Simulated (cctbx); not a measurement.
## What is wrong with this refinement?

Cell a = 6.4850 Å, b = 6.4850 Å, c = 10.3210 Å, α = 90.00°, β = 90.00°, γ = 120.00°; space group P-6m2 (no. 187). The compound is LuMg14Sn.

The data are simulated with cctbx, not measured: Mo Kα, λ = 0.71073 Å, to d = 0.6 Å, 70 % of the full sphere, strongest reflection 5000 counts, noise from counting, a 3 % proportional error and a noise floor of 2 counts (s.d.); no absorption, and some extinction, which the refinements don't model.

An isotropic refinement with weights 1/σ² prints:

```text
Rint 0.053, 770 unique reflections to 0.60 A
cycle     R1     wR2    GooF  max shift (A)
   1  0.2372  0.5622  14.647   0.35105
  12  0.0236  0.0596   1.552   0.01857
final R1 0.0236 wR2 0.0596 GooF 1.552  parameters 15  data/parameter 51.3
atom        x        y        z      Ueq    occ   su(xyz)  su(Uiso or U11)
Lu1    0.00000  0.00000  0.00000   0.0068  1.000  0.00000  0.0001
Sn1    0.00000  0.00000  0.50000   0.0132  1.000  0.00000  0.0001
Mg1    0.66667  0.33333  0.75968   0.0164  1.000  0.00035  0.0006
Mg2    0.67176  0.83588  0.73918   0.0182  1.000  0.00038  0.0004
Mg3    0.50348  0.49652  0.50000   0.0215  1.000  0.00076  0.0005
Mg4    0.49320  0.50680  0.00000   0.0262  1.000  0.00075  0.0007
Mg5    0.93136  0.62607  0.74907   1.0000  1.000  0.02710  0.0725
difference map: max 3.02 min -4.80 rms 0.28
Q1    0.0643  0.0321  0.0000    3    3.06  0.36 A from Lu1
Q2    0.0000  0.0000  0.0835    2    1.11  0.86 A from Lu1
Q3    0.6667  0.3333  0.5000    1    0.85  1.83 A from Mg3
Q4    0.6311  0.2622  0.0000    3    0.81  1.55 A from Mg4
Q5    0.1307  0.3936  0.0000    6    0.75  1.29 A from Mg4
Q6    0.3333  0.6667  0.5000    1    0.71  1.91 A from Mg3
```

**Question.** Can this result stand? If not, what is the likely fault?

Mend it. The fault: spurious atom: Mg5. Against the right model at the same level, R1 goes from 0.0211 to 0.0236 and GooF from 1.17 to 1.55 and Mg5 takes U = the program's ceiling. A site with no density behind it hides by a very large U or drifts. The fit had not settled when the cycles ran out.

The compound is LuMg14Sn. The right model at the same level gives:

```text
Rint 0.053, 770 unique reflections to 0.60 A
cycle     R1     wR2    GooF  max shift (A)
   1  0.1911  0.3496   9.084   0.08210
   2  0.0211  0.0450   1.169   0.00023
final R1 0.0211 wR2 0.0450 GooF 1.169  parameters 11  data/parameter 70.0
atom        x        y        z      Ueq    occ   su(xyz)  su(Uiso or U11)
Lu1    0.00000  0.00000  0.00000   0.0068  1.000  0.00000  0.0001
Sn1    0.00000  0.00000  0.50000   0.0132  1.000  0.00000  0.0001
Mg1    0.66667  0.33333  0.75966   0.0164  1.000  0.00026  0.0004
Mg2    0.67181  0.83591  0.73918   0.0181  1.000  0.00028  0.0003
Mg3    0.50348  0.49652  0.50000   0.0215  1.000  0.00057  0.0003
Mg4    0.49323  0.50677  0.00000   0.0262  1.000  0.00056  0.0005
difference map: max 2.77 min -5.04 rms 0.16
Q1    0.0645  0.0322  0.0000    3    2.81  0.36 A from Lu1
Q2    0.0000  0.0000  0.0837    2    0.85  0.86 A from Lu1
Q3    0.2721  0.1360  0.0904    6    0.55  1.79 A from Lu1
Q4    0.6667  0.3333  0.5000    1    0.53  1.83 A from Mg3
Q5    0.0884  0.4027  0.3745   12    0.50  1.44 A from Mg2
Q6    0.6311  0.2623  0.0000    3    0.50  1.55 A from Mg4
```

Isotropic U is held between 0.0001 and 1 Å² by the program, and listed peak heights are interpolated, so they can pass the grid's maximum.

This is a model crystal, built by substitution and not relaxed, with assumed displacement parameters.

[Middle refinement cycles are left out of these outputs.]

[Logs are printed without paths, hosts, clocks, repeated set-up lines and the standing remarks that a program may print on its own settings, such as how far it seeks lower states.]
